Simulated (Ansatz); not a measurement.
# MgO (Fm-3m):V_O, thermodynamic levels from a 32-atom cell

Charge states of V_O in MgO (Fm-3m), set against the band edges. Model: a cell of 32 host atoms with 1 O taken out.

Main program and level: Ansatz 0.2.0; place-levels on r2SCAN runs: charge-transition levels and formation energies with image-charge correction and potential alignment at the atomic sites; PAW set soft_1.

The experiments to compare with:

For MgO, rocksalt (bulk crystal), “Electronic structure of alkaline earth and post-transition metal oxides” (2009, arxiv:0908.1581) quotes earlier work: band gap (literature experimental gap) 7.83 eV [Literature value based on experiment; other listed experimental values range from 7.7 to …].

## (1) Set-up

The cell holds 31 atoms: 16 Mg and 15 O. Its edges and angles: a = 7.288 Å, b = 7.288 Å, c = 7.288 Å, α = 109.5°, β = 109.5°, γ = 109.5°. It derives from MgO (space group Fm-3m). Nearest the centre at fractional (0.500, 0.500, 0.500): Mg16 at 2.10 Å, Mg10 at 2.10 Å, Mg12 at 2.10 Å, Mg7 at 2.10 Å, Mg15 at 2.10 Å, Mg6 at 2.10 Å, O28 at 2.98 Å, O24 at 2.98 Å.

Known beforehand: the electronic dielectric constant, 3.24, and the static one, 10.37, from a response run on this crystal (DFPT, PBEsol) at that run's own cell.

The cell's shortest repeat is 7.3 Å.

## (2) What was run first

A transition level is the Fermi level at which two charge states cost the same, so each charge needs its own total energy, at its own relaxed structure.

Random displacements of about 0.05 Å break the site symmetry at the start, so that the relaxation can reach a distorted minimum if there is one. Forces are taken at one point at (¼, ¼, ¼). The cell holds 1 electron more than the neutral one, with a uniform background that keeps it neutral on the whole. The electron count is odd, so at least one spin is unpaired; this run locks the moment at 1 μB.

The sampling was tested on the host first: at the k-points planned (1x1x1 shifted 0.25 0.25 0.25) its energy lies 0.003 eV an atom from the dense-mesh value, under the bound of 0.02 eV set for this test; that bounds the host's error, not the defect's.

One of the inputs; charge, spin and start change from state to state.

File qm1_M1.relax/input.yaml:

```yaml
crystal:
  lattice:
    - [-4.20749527, 4.20749527, 4.20749527]
    - [4.20749527, -4.20749527, 4.20749527]
    - [4.20749527, 4.20749527, -4.20749527]
  atoms:
    - { symbol: Mg, position: [0.0, 0.0, 0.0] }
    - { symbol: Mg, position: [0.0, 0.25, 0.75] }
    - { symbol: Mg, position: [0.0, 0.5, 0.5] }
    - { symbol: Mg, position: [0.0, 0.75, 0.25] }
    - { symbol: Mg, position: [0.25, 0.0, 0.75] }
    - { symbol: Mg, position: [0.25, 0.25, 0.5] }
    - { symbol: Mg, position: [0.25, 0.5, 0.25] }
    - { symbol: Mg, position: [0.25, 0.75, 0.0] }
    - { symbol: Mg, position: [0.5, 0.0, 0.5] }
    - { symbol: Mg, position: [0.5, 0.25, 0.25] }
    - { symbol: Mg, position: [0.5, 0.5, 0.0] }
    - { symbol: Mg, position: [0.5, 0.75, 0.75] }
    - { symbol: Mg, position: [0.75, 0.0, 0.25] }
    - { symbol: Mg, position: [0.75, 0.25, 0.0] }
    - { symbol: Mg, position: [0.75, 0.5, 0.75] }
    - { symbol: Mg, position: [0.75, 0.75, 0.5] }
    - { symbol: O, position: [0.0, 0.0, 0.5] }
    - { symbol: O, position: [0.0, 0.25, 0.25] }
    - { symbol: O, position: [0.0, 0.5, 0.0] }
    - { symbol: O, position: [0.0, 0.75, 0.75] }
    - { symbol: O, position: [0.25, 0.0, 0.25] }
    - { symbol: O, position: [0.25, 0.25, 0.0] }
    - { symbol: O, position: [0.25, 0.5, 0.75] }
    - { symbol: O, position: [0.25, 0.75, 0.5] }
    - { symbol: O, position: [0.5, 0.0, 0.0] }
    - { symbol: O, position: [0.5, 0.25, 0.75] }
    - { symbol: O, position: [0.5, 0.75, 0.25] }
    - { symbol: O, position: [0.75, 0.0, 0.75] }
    - { symbol: O, position: [0.75, 0.25, 0.5] }
    - { symbol: O, position: [0.75, 0.5, 0.25] }
    - { symbol: O, position: [0.75, 0.75, 0.0] }
  host:
    repeats: [1, 1, 1]
    atoms:
      - { symbol: Mg, position: [0.0, 0.0, 0.0] }
      - { symbol: Mg, position: [0.0, 0.25, 0.75] }
      # ... 30 more atoms of the perfect host
total_charge: -1
basis:
  ecutwfc: 500
  xc_grid: 2
hamiltonian:
  xc: r2scan
  pseudopotentials: { kind: paw, azcp: { folder: soft_1 } }
kpoints:
  mp_grid: { grid: [1, 1, 1], shift: [0.25, 0.25, 0.25] }
magnetization:
  spin_polarized: true
  initial_magnetization: 1
  spin_locking: { lock_magnetization: hard }
scf:
  occupations: { method: fixed }
  max_iter: 100
output:
  forces: true
  charged_corrections:
    epsilon: 3.24
    static_epsilon: 10.37
    defect_position: [0.5, 0.5, 0.5]
relax:
  f_tol: 0.02
  max_steps: 80
  random_displacement: { amplitude: 0.05, seed: 8205 }
checkpoint:
  write: "../qm1_M1.relax.run"
  compress: false
  write_wavefunctions: true
  write_every: 100000
```

Started as:

```bash
ansatz run input.yaml --threads 4 --pin off --max-ram 7536MiB --backend cpu --events-out ev --progress --plain --runs-dir out
```

Defect states can disperse in a cell of this size, so the energy is taken again at a 2×2×2 shifted mesh, on the relaxed structure.

The run of this state that the levels use, under r2SCAN:

File qm1_M1.point/input.yaml:

```yaml
crystal:
  checkpoint: "../qm1_M1.relax.run"
  host: checkpoint
total_charge: -1
basis:
  ecutwfc: 500
  xc_grid: 2
hamiltonian:
  xc: r2scan
  pseudopotentials: { kind: paw, azcp: { folder: soft_1 } }
kpoints:
  mp_grid: { grid: [2, 2, 2], shift: [0.5, 0.5, 0.5] }
magnetization:
  spin_polarized: true
  initial_magnetization: 1
  spin_locking: { lock_magnetization: hard }
scf:
  occupations: { method: fermi_dirac, width: 0.01 }
  max_iter: 100
output:
  forces: true
  eigenvalues: true
  charged_corrections:
    epsilon: 3.24
    static_epsilon: 10.37
    defect_position: [0.5, 0.5, 0.5]
  eigenstates: { localisation: true }
  populations: true
  efg: {}
checkpoint:
  read: "../qm1_M1.relax.run"
  write: "../qm1_M1.point.run"
  compress: false
  write_wavefunctions: false
  write_every: 100000
```

Relaxations under r2SCAN at one point at (¼, ¼, ¼); times on 4 threads of Arm Neoverse V1, shared host:

| charge | moment (μB) | occupations | outcome | steps | largest displacement against the far atoms (Å) | time |
| --- | --- | --- | --- | --- | --- | --- |
| −1 | 1 | fixed | converged | 9 | 0.11 | 87 s |
| 0 | 0 | fixed | converged | 4 | 0.01 | 18 s |
| +1 | 1 | fixed | converged | 4 | 0.09 | 39 s |
| +2 | 0 | fixed | converged | 4 | 0.16 | 19 s |

Single points under r2SCAN at a 2×2×2 shifted mesh; times on 4 threads of Arm Neoverse V1, shared host:

| charge | moment (μB) | occupations | outcome | time |
| --- | --- | --- | --- | --- |
| −1 | 1 | fermi-dirac | converged | 49 s |
| 0 | 0 | fermi-dirac | converged | 18 s |
| +1 | 1 | fermi-dirac | converged | 52 s |
| +2 | 0 | fermi-dirac | converged | 20 s |

Distances (Å) from the ideal centre to the nearest atoms after relaxation with r2SCAN:

| charge | moment (μB) | 1. | 2. | 3. | 4. | 5. | 6. |
| --- | --- | --- | --- | --- | --- | --- | --- |
| −1 | 1 | Mg 2.07 | Mg 2.08 | Mg 2.08 | Mg 2.09 | Mg 2.09 | Mg 2.09 |
| 0 | 0 | Mg 2.11 | Mg 2.11 | Mg 2.11 | Mg 2.11 | Mg 2.12 | Mg 2.12 |
| +1 | 1 | Mg 2.19 | Mg 2.19 | Mg 2.19 | Mg 2.19 | Mg 2.19 | Mg 2.19 |
| +2 | 0 | Mg 2.26 | Mg 2.26 | Mg 2.26 | Mg 2.26 | Mg 2.27 | Mg 2.27 |

## (3) Placing the levels, r2SCAN

A charged cell interacts with its images and the background, and its potential has another zero than the host's. place-levels removes the first by a point-charge model, screened by the static dielectric constant since the ions have relaxed around the charge, and the second by comparing potentials at atoms far from the defect.

The host is a run of the defect-free crystal in the same cutoffs, grids and k-points, so that basis and sampling errors cancel in part in the differences. Its band edges come from a run of the primitive cell that searches the zone for them. Chemical potentials are energies per atom of O (O2 molecule), run with the same functional and cutoff.

File levels.point.yaml:

```yaml
host:
  run: host.point.run
  levels_from: { run: edges.point.run }
states: [qm1_M1.point.run, q0.point.run, qp1_M1.point.run, qp2.point.run]
geometry_from:
  qm1_M1.point.run: qm1_M1.relax.run
  q0.point.run: q0.relax.run
  qp1_M1.point.run: qp1_M1.relax.run
  qp2.point.run: qp2.relax.run
chemical_potentials:
  O:
    energy: -565.989614
    dataset: <sha256 of the dataset>
epsilon: 3.24
static_epsilon: 10.37
vertical:
  - { from: qm1_M1.point.run, to: qm1_M1.point_neutral.run }
  - { from: qp1_M1.point.run, to: qp1_M1.point_neutral.run }
  - { from: qp2.point.run, to: qp2.point_neutral.run }
```

Started as:

```bash
ansatz place-levels levels.point.yaml -- --threads 4 --pin off --max-ram 7536MiB
```

Numbers of over 12 decimals in the logs are rounded to 6 here.

What it wrote:

```text
[... repeated set-up lines and file paths are left out, and long positions are rounded to six places ...]
(+2/+1) 1.567 eV above the valence edge, 4.111 eV under the conduction edge
(+1/0) 3.045 eV above the valence edge, 2.633 eV under the conduction edge
(0/-1) 6.270 eV above the valence edge (+6.893 eV without the band-filling correction), in the conduction band
formation energy of charge +2: +2.780 eV with the Fermi level at the valence edge
formation energy of charge +1: +4.347 eV with the Fermi level at the valence edge
formation energy of charge 0: +7.392 eV with the Fermi level at the valence edge
formation energy of charge -1: +13.661 eV with the Fermi level at the valence edge
vertical -1 to 0: no energy, since no alignment is typed
  the change from vertical[0].from (qm1_M1.point.run) to vertical[0].to (qm1_M1.point_neutral.run): by its potential at epsilon 3.24 it stands at 0.498 0.500 0.499, with an rms radius of about 2.0 Å (0.8 1.7 0.8 Å across the planes of the cell's vectors); [...]
vertical +1 to 0: no energy, since no alignment is typed
  the change from vertical[1].from (qp1_M1.point.run) to vertical[1].to (qp1_M1.point_neutral.run): by its potential at epsilon 3.24 it stands at 0.500 0.499 0.500, with an rms radius of about 1.3 Å (0.7 0.7 0.7 Å across the planes of the cell's vectors); [...]
vertical +2 to 0: no energy, since no alignment is typed
  the change from vertical[2].from (qp2.point.run) to vertical[2].to (qp2.point_neutral.run): by its potential at epsilon 3.24 it stands at 0.500 0.500 0.500, with an rms radius of about 1.3 Å (0.8 0.8 0.8 Å across the planes of the cell's vectors); [...]
  edges by r2scan of host.levels_from (edges.point.run), its mesh sampled to repeats of 32.73 Å (the valence edge +0.235 eV and the conduction edge -1.192 eV from those of the host's own run), gap 5.678 eV; the host is sampled to repeats of 16.83 Å
  the defect's cells are sampled to repeats of 16.83 Å, like sampling
  charge +2: -39419.7658 eV with its correction of +0.649 eV, at epsilon 10.37, aligned at sites: -0.2763 eV, mean over 13 atomic sites at or beyond 3.64 Å from the defect at [0.5000, 0.5000, 0.5000], with +0.000000 for the charge's moments and without [...]
  charge +1: -39410.5146 eV with its correction of +0.032 eV, at epsilon 10.37, aligned at sites: -0.2681 eV, mean over 13 atomic sites at or beyond 3.64 Å from the defect at [0.5000, 0.5000, 0.5000], with +0.000000 for the charge's moments and without [...]
  charge 0: +0.000 eV for its dipole among its images, +0.000 omitted
  charge -1: -39385.2078 eV with its correction of +0.505 eV, at epsilon 10.37, aligned at sites: -0.2048 eV, mean over 13 atomic sites at or beyond 3.64 Å from the defect at [0.5000, 0.5000, 0.5000], with +0.000000 for the charge's moments and without [...]
  of states[3] (qp2.point.run): it parts from the run that its charge is read beside by 2 carriers, of which the mean alone is read, by its potential at epsilon 3.24, taken for that of held ions (one typed too small widens it): that is narrow, but one of them [...]
  of states[2] (qp1_M1.point.run): its alignment with the host at atomic sites is doubtful: the mean over the far sites moves by +0.2765 eV from their farther parts to their nearer, more than 0.05 eV. [...]
  of states[0] (qm1_M1.point.run): it parts from the run at its places by a charge that spreads by about 1.7 Å along one vector (1 Å or more is wide), by its potential at epsilon 3.24, taken for that of held ions (one typed too small widens it), where the [...]
  of vertical[0].from (qm1_M1.point.run): its displacements don't fall off away from the defect: farther atoms stand 0.019 Å off the host's places. [...]
  of vertical[0].to (qm1_M1.point_neutral.run): its displacements don't fall off away from the defect: farther atoms stand 0.019 Å off the host's places. [...]
  of vertical[1].from (qp1_M1.point.run): stability_check_not_made
  of vertical[2].from (qp2.point.run): it parts from the run that its charge is read beside by 2 carriers, of which the mean alone is read, by its potential at epsilon 3.24, taken for that of held ions (one typed too small widens it): that is narrow, but one [...]
```

The job ended after 0.4 s (4 threads of Arm Neoverse V1, shared host).

Levels between the charges placed, in eV above the valence top:

|  | gap (eV) | (+2/+1) | (+1/0) | (0/−1) |
| --- | --- | --- | --- | --- |
| r2SCAN | 5.68 | 1.57 | 3.04 | 6.27 |

Corrections by state:

| charge | moment (μB) | image terms and alignment (eV) | band filling (eV) | ε used | over the lowest of its charge, as the program ranks them, band filling apart (eV) |
| --- | --- | --- | --- | --- | --- |
| +2 | 0.0 | 0.649 | - | 10.37 | 0.000 |
| +1 | 1.0 | 0.032 | - | 10.37 | 0.000 |
| 0 | 0.0 | 0.000 | - | - | 0.000 |
| −1 | 1.0 | 0.505 | -0.624 | 10.37 | 0.000 |

The charged structures listed were also run neutral, and place-levels reads from each pair, by the potential or the spins, how wide the charge is by which they differ; that can be the carrier of either run.

| charge | rms radius (Å) | spread where it is widest against the cell (Å) | wide from (Å) | reading |
| --- | --- | --- | --- | --- |
| +2 | 1.3 | 0.75 | 1.03 | narrow |
| +1 | 1.3 | 0.74 | 1.03 | narrow |
| −1 | 2.0 | 1.67 | 1.03 | wide |

The neutral runs of these pairs need not share the spin of the lowest neutral state, and very wide values only mean spread over the cell.

From the program's caveats on the states, each cut to its opening words:

- charge +2: it parts from the run that its charge is read beside by 2 carriers, of which the mean alone is read, by its potential at epsilon 3.24, taken for that of held [...]
- charge +2: its alignment with the host at atomic sites is doubtful: the mean over the far sites moves by +0.5836 eV from their farther parts to their nearer, more than [...]
- charge +1 (1 μB): its alignment with the host at atomic sites is doubtful: the mean over the far sites moves by +0.2765 eV from their farther parts to their nearer, more than [...]
- charge +1 (1 μB), −1 (1 μB): flagged: stability check not made
- charge −1 (1 μB): it parts from the run at its places by a charge that spreads by about 1.7 Å along one vector (1 Å or more is wide), by its potential at epsilon 3.24, taken for [...]
- charge −1 (1 μB): a band-filling correction moves a carrier to the host's band edge, which changes its energy by -0.624 eV
- charge −1 (1 μB): its alignment with the host at atomic sites is doubtful: the mean over the far sites moves by -0.2358 eV from their farther parts to their nearer, more than [...]
- charge −1 (1 μB): its displacements don't fall off away from the defect: farther atoms stand 0.019 Å off the host's places

The host's formation energy from the elements is -2.963 eV per atom; it sets how far the chemical potentials can move.

Limit set by the element alone; other compounds of these elements are not counted. Chemical potentials from the elements' reference states: Mg 0.00 eV, O -5.93 eV. Formation energies (Mg-rich), with the Fermi level at the valence top and at the conduction bottom (gap 5.68 eV):

| charge | at valence top (eV) | at conduction bottom (eV) | correction included (eV) |
| --- | --- | --- | --- |
| +2 | -3.15 | 8.21 | 0.65 |
| +1 | -1.58 | 4.10 | 0.03 |
| 0 | 1.47 | 1.47 | 0.00 |
| −1 | 7.74 | 2.06 | -0.12 |

```
Fermi level (eV)  lowest formation energy (eV)
            0.00                         -3.15
            0.52                         -2.11
            1.03                         -1.08
            1.55                         -0.05
            2.06                          0.48
            2.58                          1.00
            3.10                          1.47
            3.61                          1.47
            4.13                          1.47
            4.65                          1.47
            5.16                          1.47
            5.68                          1.47
```

Limit set by the element alone; other compounds of these elements are not counted. Chemical potentials from the elements' reference states: O 0.00 eV, Mg -5.93 eV. Formation energies (O-rich), with the Fermi level at the valence top and at the conduction bottom (gap 5.68 eV):

| charge | at valence top (eV) | at conduction bottom (eV) | correction included (eV) |
| --- | --- | --- | --- |
| +2 | 2.78 | 14.14 | 0.65 |
| +1 | 4.35 | 10.02 | 0.03 |
| 0 | 7.39 | 7.39 | 0.00 |
| −1 | 13.66 | 7.98 | -0.12 |

(Fermi level (eV), lowest formation energy (eV)): (0.00, 2.78), (0.52, 3.81), (1.03, 4.84), (1.55, 5.87), (2.06, 6.41), (2.58, 6.93), (3.10, 7.39), (3.61, 7.39), (4.13, 7.39), (4.65, 7.39), (5.16, 7.39), (5.68, 7.39)

## (4) The same at the relaxations' own k-points

The relaxations' own energies give the levels at their sampling, for comparison.

File levels.relax_mesh.yaml:

```yaml
host:
  run: host.relax.run
  levels_from: { run: edges.relax.run }
states: [qm1_M1.relax.run, q0.relax.run, qp1_M1.relax.run, qp2.relax.run]
chemical_potentials:
  O:
    energy: -565.989614
    dataset: <sha256 of the dataset>
```

Started as:

```bash
ansatz place-levels levels.relax_mesh.yaml -- --threads 4 --pin off --max-ram 7536MiB
```

What it wrote:

```text
(+2/+1) 1.541 eV above the valence edge, 4.137 eV under the conduction edge
(+1/0) 3.051 eV above the valence edge, 2.627 eV under the conduction edge
[...]
formation energy of charge +2: +2.765 eV with the Fermi level at the valence edge
formation energy of charge +1: +4.307 eV with the Fermi level at the valence edge
formation energy of charge 0: +7.357 eV with the Fermi level at the valence edge
formation energy of charge -1: +13.601 eV with the Fermi level at the valence edge
  edges by r2scan of host.levels_from (edges.relax.run), its mesh sampled to repeats of 32.73 Å (the valence edge +0.342 eV and the conduction edge -2.376 eV from those of the host's own run), gap 5.678 eV; the host is sampled to repeats of 11.90 Å
[... the lines on each state left out ...]
```

It took 0.14 s on 4 threads.

Levels between neighbouring charges, in eV above the valence top:

|  | gap (eV) | (+2/+1) | (+1/0) | (0/−1) |
| --- | --- | --- | --- | --- |
| one point at (¼, ¼, ¼) | 5.68 | 1.54 | 3.05 | 6.24 |
| a 2×2×2 shifted mesh | 5.68 | 1.57 | 3.04 | 6.27 |

Going from one point at (¼, ¼, ¼) to a 2×2×2 shifted mesh moves the levels that carry no band-filling term by up to 0.03 eV and formation energies against the elements by up to 0.06 eV; band-filling terms, which differ between samplings, are in these energies.

## (5) What came out

```
gap of the host                                                          : 5.68 eV (r2SCAN)
level (plus 2/plus 1)                                                    : 1.57 eV above the valence top
level (plus 1/0)                                                         : 3.04 eV above the valence top
level (0/minus 1)                                                        : 6.27 eV above the valence top, past the conduction bottom (6.89 eV above the valence top without the band-filling term)
lowest of the charges placed, just above the valence top (0.02 eV)       : +2
lowest of the charges placed, just below the conduction bottom (0.02 eV) : 0
lowest formation energy at mid-gap of the charges run, Mg-rich           : 1.26 eV
lowest formation energy at mid-gap of the charges run, O-rich            : 7.19 eV
```

What this shows: Of the charges placed (−1, 0, +1 and +2), the lowest changes at 1.57 eV (+2/+1) and 3.04 eV (+1/0) above the valence top, in a gap of 5.68 eV. Charges above +2 were not placed, so these runs say nothing of levels that involve them. States placed: +2 at 0 μB; +1 at 1 μB; 0 at 0 μB; −1 at 1 μB. Other spin states or structures, where not listed, weren't placed. The program finds carriers beyond a band edge of the host and adds a band-filling term at charge −1 (-0.62 eV); steps to such a charge show no bound level, and a defect level inside a band would be read the same way. Going from one point at (¼, ¼, ¼) to a 2×2×2 shifted mesh moves the levels that carry no band-filling term by up to 0.03 eV and formation energies against the elements by up to 0.06 eV; band-filling terms, which differ between samplings, are in these energies. The program doubts the alignment of potentials for at least one state, a sign that the cell is small. Keep in mind: the images are only 7.3 Å apart; r2SCAN makes the gap too small and tends to spread out bound carriers; where a gas molecule sets a chemical potential or the host's formation energy, its binding is uncorrected.

Calculation against experiment:

```
                             quantity  measured           r2SCAN
band gap (least gap of the host) (eV)      7.83  5.68 (-2.15 eV)
```

Measured values from arxiv:0908.1581 (2009).

How well it matches: The band gap is off by -2.15 eV: a clear miss. Local and semilocal functionals usually give gaps below the measured ones. Zero-point and thermal motion shift the measured gap.

[Logs are printed without paths, hosts, clocks, repeated set-up lines and the standing remarks that a program may print on its own settings, such as how far it seeks lower states.]

[Hosts, paths, dates, database ids (printed as entryN), source tags and the programs' standing remarks are cut or masked in the printed files.]

[Where a table of states has a column of steps, it counts the stored structures, which are thinned; the runs took as many ionic steps or more.]

[A defect's name tells the site on which it was built; relaxed atoms can leave that site.]

[For some hosts the program warned that the k-mesh of the response run may be too coarse for force constants and the static dielectric constant; such warnings are not shown here.]
